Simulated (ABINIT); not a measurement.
# Quasiparticle gap of SiO2 (Stishovite) in ABINIT, part 3 of 3

Aim: the G0W0 gap of SiO2 (Stishovite) on LDA, step by step.

ABINIT 10.8.3; LDA and many-body steps on it, plane waves. Known limits of the many-body steps: not at the basis limit; coarse k mesh.

So far. Step 4 (Empty states on the mesh, 4×4×4 mesh, 123 bands): On this mesh the gap is 5.665 eV. Step 5 (Screening, 4×4×4 mesh, 115 bands, screening to 130.6 eV): Local fields lower ε∞ by 7 %. On a Γ-centred mesh this coarse the value itself is usually too large, while a short band sum pulls it down.

### 6. Self-energy, 4×4×4 mesh, 115 bands, screening to 130.6 eV

The self-energy is evaluated for the states that the input lists, and the levels follow from it, in one-shot runs by the linearised quasiparticle equation.

This step: G0W0 on LDA, plane waves, norm-conserving pseudopotentials.

Contents of run.abi:

```
acell 3*1.0 Angstrom
rprim 
  4.177300000000 0.000000000000 0.000000000000
  0.000000000000 4.177300000000 0.000000000000
  0.000000000000 0.000000000000 2.665200000000
ntypat 2
znucl 14 8
natom 6
typat 1 1 2 2 2 2
xred 
  0.000000000000 0.000000000000 0.000000000000
  0.500000000000 0.500000000000 0.500000000000
  0.305900000000 0.305900000000 0.000000000000
  0.194100000000 0.805900000000 0.500000000000
  0.694100000000 0.694100000000 0.000000000000
  0.805900000000 0.194100000000 0.500000000000
pp_dirpath "pseudos"
pseudos "Si.upf, O.upf"
ecut 36
ngkpt 4 4 4
nshiftk 1
shiftk 0 0 0
kptopt 1
chksymbreak 0
istwfk *1
occopt 1
irdwfk 1
optdriver 4
nband 115
gwcalctyp 0
ecutsigx 36
symsigma 1
nkptgw 18
kptgw 
  0.0000000000 0.0000000000 0.0000000000
  0.2500000000 0.0000000000 0.0000000000
  0.5000000000 0.0000000000 0.0000000000
  0.2500000000 0.2500000000 0.0000000000
  0.5000000000 0.2500000000 0.0000000000
  0.5000000000 0.5000000000 0.0000000000
  0.0000000000 0.0000000000 0.2500000000
  0.2500000000 0.0000000000 0.2500000000
  0.5000000000 0.0000000000 0.2500000000
  0.2500000000 0.2500000000 0.2500000000
  0.5000000000 0.2500000000 0.2500000000
  0.5000000000 0.5000000000 0.2500000000
  0.0000000000 0.0000000000 0.5000000000
  0.2500000000 0.0000000000 0.5000000000
  0.5000000000 0.0000000000 0.5000000000
  0.2500000000 0.2500000000 0.5000000000
  0.5000000000 0.2500000000 0.5000000000
  0.5000000000 0.5000000000 0.5000000000
bdgw 
  5 22
  5 22
  5 22
  5 22
  5 22
  5 22
  5 22
  5 22
  5 22
  5 22
  5 22
  5 22
  5 22
  5 22
  5 22
  5 22
  5 22
  5 22
ecuteps 4.8
irdscr 1
ppmodel 1
indata_prefix "in"
outdata_prefix "out"
tmpdata_prefix "tmp"
```

The run is started by

```console
> OMP_NUM_THREADS=1 mpirun -n 4 abinit run.abi > log
```

Numbers of over 12 decimals in the logs are rounded to 6 here.

What it wrote:

```text
.Version 10.8.3 of ABINIT. v10.8.2 released Aug 2026.

 Symmetries : space group P4_2/m n m (#136); Bravais tP (primitive tetrag.)
[... echo of the input left out ...]
== DATASET  1 ==================================================================
-   mpi_nproc: 4, omp_nthreads: 1 (-1 if OMP is not activated)

--- !DatasetInfo
iteration_state: {dtset: 1, }
dimensions: {natom: 6, nkpt: 18, mband: 115, nsppol: 1, nspinor: 1, nspden: 1, mpw: 3273, }
cutoff_energies: {ecut:  36.0, pawecutdg:  -1.0, }
electrons: {nelect:   3.20000000E+01, charge:   0.00000000E+00, occopt:   1.00000000E+00, tsmear:   1.00000000E-02, }

 SIGMA: Calculation of the GW corrections

 Based on a program developped by R.W. Godby, V. Olevano, G. Onida, and L. Reining.
 Incorporated in ABINIT by V. Olevano, G.-M. Rignanese, and M. Torrent.
.Using double precision arithmetic ; gwpc =  8

[... cell and pseudopotentials left out ...]
--------------------------------------------------------------------------------

 ==== K-mesh for the wavefunctions ====
 Number of points in the irreducible wedge :    18
[... list of points left out ...]
 Together with 16 symmetry operations and time-reversal symmetry
 yields    64 points in the full Brillouin Zone.

 ==== Q-mesh for screening function ====
 Number of points in the irreducible wedge :    18
[... list of points left out ...]
 Together with 16 symmetry operations and time-reversal symmetry
 yields    64 points in the full Brillouin Zone.

 vcoul_init : cutoff-mode = AUXILIARY_FUNCTION
 q-points for optical limit:   1
     1)      0.000010    0.000020    0.000030
 setmesh: FFT mesh size selected  =    48x   48x   30
          total number of points  =        69120

 Number of electrons calculated from density =   32.0000; Expected =   32.0000
 average of density, n =  0.101961
 r_s =    1.3279
 omega_plasma =   30.8015 [eV]

 === KS Band Gaps ===
  >>>> For spin  1
   Minimum direct gap =   5.6648 [eV], located at k-point      :   0.0000  0.0000  0.0000
   Fundamental gap    =   5.6648 [eV], Top of valence bands at :   0.0000  0.0000  0.0000
                                       Bottom of conduction at :   0.0000  0.0000  0.0000
 SIGMA fundamental parameters:
 PLASMON POLE MODEL  1
 number of plane-waves for SigmaX                 3273
 number of plane-waves for SigmaC and W            161
 number of plane-waves for wavefunctions          3273
 number of bands                                   115
 number of independent spin polarizations            1
 number of spinorial components                      1
 number of k-points in IBZ                          18
 number of q-points in IBZ                          18
 number of symmetry operations                      16
 number of k-points in BZ                           64
 number of q-points in BZ                           64
 number of frequencies for dSigma/dE                 9
 frequency step for dSigma/dE [eV]                0.25
 number of omega for Sigma on real axis              0
 max omega for Sigma on real axis  [eV]           0.00
 zcut for avoiding poles [eV]                     0.10

 EPSILON^-1 parameters (SCR file):
 dimension of the eps^-1 matrix on file            161
 dimension of the eps^-1 matrix used               161
 number of plane-waves for wavefunctions          3273
 number of bands                                   115
 number of q-points in IBZ                          18
 number of frequencies                               2
 number of real frequencies                          1
 number of imag frequencies                          1

 matrix elements of self-energy operator (all in [eV])

 Perturbative Calculation

--- !SelfEnergy_ee
iteration_state: {dtset: 1, }
kpoint     : [   0.000,    0.000,    0.000, ]
spin       : 1
KS_gap     :    5.665
QP_gap     :    8.120
Delta_QP_KS:    2.456
data: !SigmaeeData |
     Band     E0 <VxcDFT>   SigX SigC(E0)      Z dSigC/dE  Sig(E)    E-E0       E
        5  -3.945 -16.872 -24.670   5.357   0.799  -0.252 -18.822  -1.950  -5.894
        6   0.450 -17.476 -24.172   4.627   0.815  -0.226 -19.163  -1.687  -1.237
        7   0.450 -17.476 -24.172   4.627   0.815  -0.226 -19.163  -1.687  -1.237
        8   0.588 -16.131 -23.296   5.021   0.809  -0.236 -17.866  -1.735  -1.147
        9   1.508 -18.430 -24.773   4.433   0.820  -0.220 -19.996  -1.565  -0.057
       10   1.778 -19.016 -24.954   4.287   0.824  -0.214 -20.376  -1.360   0.418
       11   3.769 -19.965 -25.690   4.227   0.826  -0.211 -21.202  -1.237   2.532
       12   3.769 -19.965 -25.690   4.227   0.826  -0.211 -21.202  -1.237   2.532
       13   4.404 -20.137 -25.723   4.097   0.827  -0.209 -21.369  -1.232   3.172
       14   6.055 -20.851 -26.587   4.440   0.823  -0.215 -21.918  -1.067   4.988
[...]
--- !SelfEnergy_ee
iteration_state: {dtset: 1, }
kpoint     : [   0.250,    0.000,    0.000, ]
spin       : 1
KS_gap     :    6.963
QP_gap     :    9.613
Delta_QP_KS:    2.650
data: !SigmaeeData |
     Band     E0 <VxcDFT>   SigX SigC(E0)      Z dSigC/dE  Sig(E)    E-E0       E
[...]
--- !SelfEnergy_ee
iteration_state: {dtset: 1, }
kpoint     : [   0.500,    0.000,    0.000, ]
spin       : 1
KS_gap     :    8.731
QP_gap     :   11.605
Delta_QP_KS:    2.873
data: !SigmaeeData |
     Band     E0 <VxcDFT>   SigX SigC(E0)      Z dSigC/dE  Sig(E)    E-E0       E
[...]
--- !SelfEnergy_ee
iteration_state: {dtset: 1, }
kpoint     : [   0.250,    0.250,    0.000, ]
spin       : 1
KS_gap     :    7.521
QP_gap     :   10.271
Delta_QP_KS:    2.750
data: !SigmaeeData |
     Band     E0 <VxcDFT>   SigX SigC(E0)      Z dSigC/dE  Sig(E)    E-E0       E
[...]
--- !SelfEnergy_ee
iteration_state: {dtset: 1, }
kpoint     : [   0.500,    0.250,    0.000, ]
spin       : 1
KS_gap     :    8.919
QP_gap     :   11.829
Delta_QP_KS:    2.911
data: !SigmaeeData |
     Band     E0 <VxcDFT>   SigX SigC(E0)      Z dSigC/dE  Sig(E)    E-E0       E
[...]
--- !SelfEnergy_ee
iteration_state: {dtset: 1, }
kpoint     : [   0.500,    0.500,    0.000, ]
spin       : 1
KS_gap     :    9.622
QP_gap     :   12.667
Delta_QP_KS:    3.045
data: !SigmaeeData |
     Band     E0 <VxcDFT>   SigX SigC(E0)      Z dSigC/dE  Sig(E)    E-E0       E
[...]
--- !SelfEnergy_ee
iteration_state: {dtset: 1, }
kpoint     : [   0.000,    0.000,    0.250, ]
spin       : 1
KS_gap     :    8.218
QP_gap     :   11.167
Delta_QP_KS:    2.950
data: !SigmaeeData |
     Band     E0 <VxcDFT>   SigX SigC(E0)      Z dSigC/dE  Sig(E)    E-E0       E
[...]
--- !SelfEnergy_ee
iteration_state: {dtset: 1, }
kpoint     : [   0.250,    0.000,    0.250, ]
spin       : 1
KS_gap     :    8.669
QP_gap     :   11.625
Delta_QP_KS:    2.956
data: !SigmaeeData |
     Band     E0 <VxcDFT>   SigX SigC(E0)      Z dSigC/dE  Sig(E)    E-E0       E
[...]
--- !SelfEnergy_ee
iteration_state: {dtset: 1, }
kpoint     : [   0.500,    0.000,    0.250, ]
spin       : 1
KS_gap     :   10.409
QP_gap     :   13.563
Delta_QP_KS:    3.155
data: !SigmaeeData |
     Band     E0 <VxcDFT>   SigX SigC(E0)      Z dSigC/dE  Sig(E)    E-E0       E
[...]
--- !SelfEnergy_ee
[...]
kpoint     : [   0.250,    0.250,    0.250, ]
spin       : 1
KS_gap     :    8.755
QP_gap     :   11.707
Delta_QP_KS:    2.952
data: !SigmaeeData |
     Band     E0 <VxcDFT>   SigX SigC(E0)      Z dSigC/dE  Sig(E)    E-E0       E
[...]
--- !SelfEnergy_ee
iteration_state: {dtset: 1, }
kpoint     : [   0.250,    0.000,    0.500, ]
spin       : 1
KS_gap     :   11.110
QP_gap     :   14.396
Delta_QP_KS:    3.286
data: !SigmaeeData |
     Band     E0 <VxcDFT>   SigX SigC(E0)      Z dSigC/dE  Sig(E)    E-E0       E
[...]
--- !SelfEnergy_ee
iteration_state: {dtset: 1, }
kpoint     : [   0.500,    0.000,    0.500, ]
spin       : 1
KS_gap     :   10.390
QP_gap     :   13.571
Delta_QP_KS:    3.181
data: !SigmaeeData |
     Band     E0 <VxcDFT>   SigX SigC(E0)      Z dSigC/dE  Sig(E)    E-E0       E
[...]
--- !SelfEnergy_ee
iteration_state: {dtset: 1, }
kpoint     : [   0.250,    0.250,    0.500, ]
spin       : 1
KS_gap     :    9.748
QP_gap     :   12.857
Delta_QP_KS:    3.109
data: !SigmaeeData |
     Band     E0 <VxcDFT>   SigX SigC(E0)      Z dSigC/dE  Sig(E)    E-E0       E
[...]
--- !SelfEnergy_ee
iteration_state: {dtset: 1, }
kpoint     : [   0.500,    0.250,    0.500, ]
spin       : 1
KS_gap     :    9.245
QP_gap     :   12.214
Delta_QP_KS:    2.969
data: !SigmaeeData |
     Band     E0 <VxcDFT>   SigX SigC(E0)      Z dSigC/dE  Sig(E)    E-E0       E
[...]
--- !SelfEnergy_ee
iteration_state: {dtset: 1, }
kpoint     : [   0.500,    0.500,    0.500, ]
spin       : 1
KS_gap     :    8.638
QP_gap     :   11.579
Delta_QP_KS:    2.941
data: !SigmaeeData |
     Band     E0 <VxcDFT>   SigX SigC(E0)      Z dSigC/dE  Sig(E)    E-E0       E
[...]
18  14.034 -14.949  -8.845  -4.130   0.852  -0.173 -13.266   1.683  15.716
       19  17.770 -13.460  -7.065  -4.444   0.857  -0.167 -11.789   1.671  19.441
       20  17.770 -13.460  -7.065  -4.444   0.857  -0.167 -11.789   1.671  19.441
       21  18.428 -12.447  -5.750  -4.646   0.860  -0.163 -10.683   1.764  20.192
       22  18.428 -12.447  -5.750  -4.646   0.860  -0.163 -10.683   1.764  20.192

 New Fermi energy :        3.659025E-01 Ha ,    9.956715E+00 eV

 === QP Band Gaps ===
  >>>> For spin  1
   Minimum direct gap =   8.1204 [eV], located at k-point      :   0.0000  0.0000  0.0000
   Fundamental gap    =   8.1204 [eV], Top of valence bands at :   0.0000  0.0000  0.0000
                                       Bottom of conduction at :   0.0000  0.0000  0.0000

== END DATASET(S) ==============================================================
================================================================================

 -outvars: echo values of variables after computation  --------
           etotal      0.0000000000E+00
            nband         115
             nkpt          18
          spgroup         136
 [... the other variables as echoed above ...]

 Calculation completed.
```

Wall time 5.6 min (4 MPI ranks of Arm Neoverse V2, shared host); peak memory 2.1 GiB.

This step gave:

| Quantity | Value |
| --- | --- |
| G0W0 gap on the mesh | 8.12 eV |
| starting gap on the mesh | 5.665 eV |
| k of the valence top | 0, 0, 0 |
| k of the conduction bottom | 0, 0, 0 |
| Z at the valence top | 0.821 |
| Z at the conduction bottom | 0.848 |
| least direct G0W0 gap on the computed points | 8.12 eV |

The gap on the mesh goes from 5.66 eV to 8.12 eV, a correction of +2.46 eV.

Limits: finite bands, cutoff and mesh; coarse k mesh. v1 is the top filled band, c1 the lowest empty one. The levels before and after the correction (eV, zero at the valence-band top of each column):

```tsv
	conduction bottom	valence top
Kohn-Sham	5.66	0.00
G0W0	8.12	0.00
```

```tsv
	level	energy (eV)
Kohn-Sham	Γ v4	-2.554
Kohn-Sham	Γ v3-v2	-0.904
Kohn-Sham	Γ v1	0.000
Kohn-Sham	Γ c1	5.665
Kohn-Sham	Γ c2	6.495
Kohn-Sham	Γ c3-c4	8.405
G0W0	Γ v4	-2.725
G0W0	Γ v3-v2	-0.909
G0W0	Γ v1	0.000
G0W0	Γ c1	8.120
G0W0	Γ c2	9.154
G0W0	Γ c3-c4	10.939
```

### 7. Where the time went

Times are wall times on 4 MPI ranks of Arm Neoverse V2, shared host, good to a factor of about two.

```tsv
step	time	share	memory (GiB)
ground state	30 s	5 %	0.33
bands along the symmetry lines	25 s	4 %	0.35
empty states on the mesh	1.8 min	19 %	2.5
screening	67 s	12 %	1.3
self-energy	5.6 min	59 %	2.1
```

### 8. Outcome

```yaml
lda_gap: 5.66 eV, direct
g0w0_gap_on_the_mesh: 8.12 eV
gw_settings: 4×4×4 mesh, 115 bands, screening to 130.6 eV, Godby-Needs plasmon pole
known_limits: not at the basis limit; coarse k mesh
```

G0W0 moves the gap on the mesh from 5.66 eV to 8.12 eV (+2.46 eV), with Z of 0.82 and 0.85 at the edges. Local fields lower the RPA ε∞ on this mesh from 3.70 to 3.44; a Γ-centred mesh this coarse tends to raise both, most where the direct gap is narrow, while a short band sum lowers them. The dearest step here is «self-energy». Bands and cutoff are finite, so the gap is not at the basis limit. The miss can reach some tenths of an eV and take either sign; the mesh is an error of its own. The 4×4×4 mesh is coarse for this cell, which bears on the long-range parts of exchange and screening.

[Paths, hosts, dates, memory and timing lines, banners, echoed tables and standing remarks are left out of the program output.]

[Logs are printed without paths, hosts, clocks, repeated set-up lines and the standing remarks that a program may print on its own settings, such as how far it seeks lower states.]

[Runs of the session that timed out or met a known fault of the program may be left out.]

[Hosts, paths, dates, database ids (printed as entryN), source tags and the programs' standing remarks are cut or masked in the printed files.]

[G0W0 gaps are taken among the corrected bands and points alone; a level outside them can change the order at an edge.]

[Where Ansatz stands beside ABINIT at settings called matched, ABINIT's density can come from a denser mesh and the files from another edition; pairs whose starting gaps differed by over 0.03 eV were left out, so agreement reads better than it is.]
